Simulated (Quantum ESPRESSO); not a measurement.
**LiCl (Fm-3m): the optical phonon under strain**

How far does biaxial strain in the (001) plane shift the zone-centre optical mode of LiCl (Fm-3m)?

Main program and level: Quantum ESPRESSO 7.5; DFT LDA, scalar-relativistic, plane waves, PseudoDojo norm-conserving pseudopotentials.

The database entry behind the starting cell differs from later determinations by our own check (0.1 to 0.3 % short, probably kX units), so it need not match the best structure at ambient conditions.

## (1) Set-up

It takes space group Fm-3m (No. 225, cubic). The conventional cell has a = 4.964 Å, b = 4.964 Å, c = 4.964 Å, α = 90.00°, β = 90.00°, γ = 90.00°. Nearest to Li lie 6 Cl at 2.48 Å. Cl has 6 Li at 2.48 Å nearest. Farther neighbours and most contacts between anions are not listed.

Structure file:

```
Li Cl
1.0
    -2.48221    0.00000    2.48221
     0.00000    2.48221    2.48221
    -2.48221    2.48221    0.00000
Li Cl
1 1
Cartesian
  0.0000 0.0000 0.0000
  -2.4822 2.4822 2.4822
```

This is the cell after its relaxation at this level of theory, not the database cell from which that began.

## (2) Uniaxial strain

The relaxed cell is stretched along z alone. This keeps all atoms on sites fixed by symmetry and splits the threefold mode into a singlet, polarised along z, and a doublet. The macroscopic field is left out, so these are transverse modes. Cutoff 81 Ry, k mesh 8×8×8.

From the response at ε_zz = 0.01:

Output:

```text
[banners, grids, parts of the stress and lines that vanish by symmetry left out]
Program PHONON v.7.5
     Reading xml data from directory:

[...]
Exchange-correlation= PW
                           (   1   4   0   0   0   0   0)
[...]
kinetic-energy cut-off    =      81.0000  Ry
     charge density cut-off    =     324.0000  Ry
     convergence threshold     =      1.0E-18
[...]
Exchange-correlation= PW
                           (   1   4   0   0   0   0   0)
[...]
q = (   0.0000000   0.0000000   0.0000000 )
     17 Sym.Ops. (with q -> -q+G )
     G cutoff =  364.7802  (  20451 G-vectors)     FFT grid: ( 40, 40, 40)
     number of k points=    59
[...]
Mode symmetry, D_4h(4/mmm) point group:
[...]
Representation #   1 mode #   1
[...]
End of self-consistent calculation
     Convergence has been achieved
     Representation #   2 mode #   2
[...]
End of self-consistent calculation
     Convergence has been achieved
     Representation #   3 modes #   3   4
[...]
End of self-consistent calculation
     Convergence has been achieved
     Representation #   4 modes #   5   6
[...]
End of self-consistent calculation
     Convergence has been achieved
[...]
q = (    0.000000000   0.000000000   0.000000000 )
[...]
freq (    1) =      -0.036199 [THz] =      -1.207462 [cm-1]
     freq (    2) =      -0.036199 [THz] =      -1.207462 [cm-1]
     freq (    3) =      -0.025648 [THz] =      -0.855525 [cm-1]
     freq (    4) =       6.116791 [THz] =     204.034197 [cm-1]
     freq (    5) =       6.908874 [THz] =     230.455222 [cm-1]
     freq (    6) =       6.908874 [THz] =     230.455222 [cm-1]
[...]
Mode symmetry, D_4h(4/mmm) point group:
     freq (   1-   2) =         -1.2  [cm-1]   --> E_u  X_5' M_5'  I
     freq (   3-   3) =         -0.9  [cm-1]   --> A_2u X_4' M_4'  I
     freq (   4-   4) =        204.0  [cm-1]   --> A_2u X_4' M_4'  I
     freq (   5-   6) =        230.5  [cm-1]   --> E_u  X_5' M_5'  I

   JOB DONE.
```

| ε_zz | singlet (cm⁻¹) | doublet (cm⁻¹) | σ_zz (GPa) | σ_xx (GPa) |
| --- | --- | --- | --- | --- |
| -0.01 | 253.43 | 226.34 | -0.808 | -0.234 |
| -0.005 | 240.97 | 227.52 | -0.390 | -0.114 |
| 0 | 228.59 | 228.59 | 0.003 | 0.003 |
| 0.005 | 216.28 | 229.56 | 0.373 | 0.117 |
| 0.01 | 204.03 | 230.46 | 0.721 | 0.229 |

Stress is counted positive in tension.

## (3) The fit

To first order ω² − ω₀² = p ε_zz + q (ε_xx + ε_yy) for the mode along z, and likewise for x and y. With ε_zz alone the singlet gives p and the doublet q.

The linear terms of parabolas through ω² are p = -21.62 ω₀² and q = 1.80 ω₀², with ω₀ = 228.6 cm⁻¹. Those of the stresses are C11 = 76 GPa and C12 = 23 GPa. Under hydrostatic strain p and q imply γ = −(p + 2q)/(6 ω₀²) = 3.00.

A layer held to an in-plane strain ε and free along z takes ε_zz = −2 (C12/C11) ε = -0.606 ε. To first order the singlet then shifts by (q − p C12/C11) ε / ω₀ = 1907 ε cm⁻¹. For ε = 0.004, ε_zz = -0.00242, the formulas for ω² predict 236.09 cm⁻¹ for the singlet and 218.82 cm⁻¹ for the doublet.

## (4) A biaxially strained cell

This run was no part of the fit.

Output:

```text
[banners, grids, parts of the stress and lines that vanish by symmetry left out]
[banner, memory and clock lines left out]
Program PHONON v.7.5

[...]
Exchange-correlation= PW
                           (   1   4   0   0   0   0   0)
[...]
kinetic-energy cut-off    =      81.0000  Ry
     charge density cut-off    =     324.0000  Ry
     convergence threshold     =      1.0E-18
[...]
Exchange-correlation= PW
                           (   1   4   0   0   0   0   0)
[...]
q = (   0.0000000   0.0000000   0.0000000 )
     17 Sym.Ops. (with q -> -q+G )
     G cutoff =  361.7252  (  20339 G-vectors)     FFT grid: ( 40, 40, 40)
     number of k points=    59
[...]
Mode symmetry, D_4h(4/mmm) point group:
[...]
Representation #   1 mode #   1
[...]
End of self-consistent calculation
     Convergence has been achieved
     Representation #   2 mode #   2
[...]
End of self-consistent calculation
     Convergence has been achieved
     Representation #   3 modes #   3   4
[...]
End of self-consistent calculation
     Convergence has been achieved
     Representation #   4 modes #   5   6
[...]
End of self-consistent calculation
     Convergence has been achieved
[...]
q = (    0.000000000   0.000000000   0.000000000 )
[...]
freq (    1) =      -0.008742 [THz] =      -0.291608 [cm-1]
     freq (    2) =      -0.008742 [THz] =      -0.291608 [cm-1]
     freq (    3) =       0.023882 [THz] =       0.796619 [cm-1]
     freq (    4) =       6.565968 [THz] =     219.017113 [cm-1]
     freq (    5) =       6.565968 [THz] =     219.017113 [cm-1]
     freq (    6) =       7.078432 [THz] =     236.111075 [cm-1]
[...]
Mode symmetry, D_4h(4/mmm) point group:
     freq (   1-   2) =         -0.3  [cm-1]   --> E_u  X_5' M_5'  I
     freq (   3-   3) =          0.8  [cm-1]   --> A_2u X_4' M_4'  I
     freq (   4-   5) =        219.0  [cm-1]   --> E_u  X_5' M_5'  I
     freq (   6-   6) =        236.1  [cm-1]   --> A_2u X_4' M_4'  I
```

| mode | predicted (cm⁻¹) | run (cm⁻¹) |
| --- | --- | --- |
| singlet | 236.09 | 236.11 |
| doublet | 218.82 | 219.02 |

The stress along z is 0.002 GPa and that in the plane 0.335 GPa; the unstrained cell carries 0.003 GPa.

## (5) Outcome

| Quantity | Value |
| --- | --- |
| p (in units of the squared frequency) | -21.62 |
| q (same units) | 1.798 |
| shift of the singlet per unit of biaxial strain | 1907 cm⁻¹ |
| C11 and C12 | 76 and 23 GPa |

In words: To first order, one per cent of tensile biaxial strain moves the singlet of LiCl (Fm-3m) by 19.1 cm⁻¹ and the doublet by -23.9 cm⁻¹; the formulas miss the test run by up to 0.20 cm⁻¹. In the rock-salt structure this mode is infrared active and has no first-order Raman line. The third potential, r, needs shear strain, which was not run. These are harmonic values at zero temperature.

[Host names and launcher messages were left out of these logs when they were recorded.]

[Logs are printed without paths, hosts, clocks, repeated set-up lines and the standing remarks that a program may print on its own settings, such as how far it seeks lower states.]

[Hosts, paths, dates, database ids (printed as entryN), source tags and the programs' standing remarks are cut or masked in the printed files.]
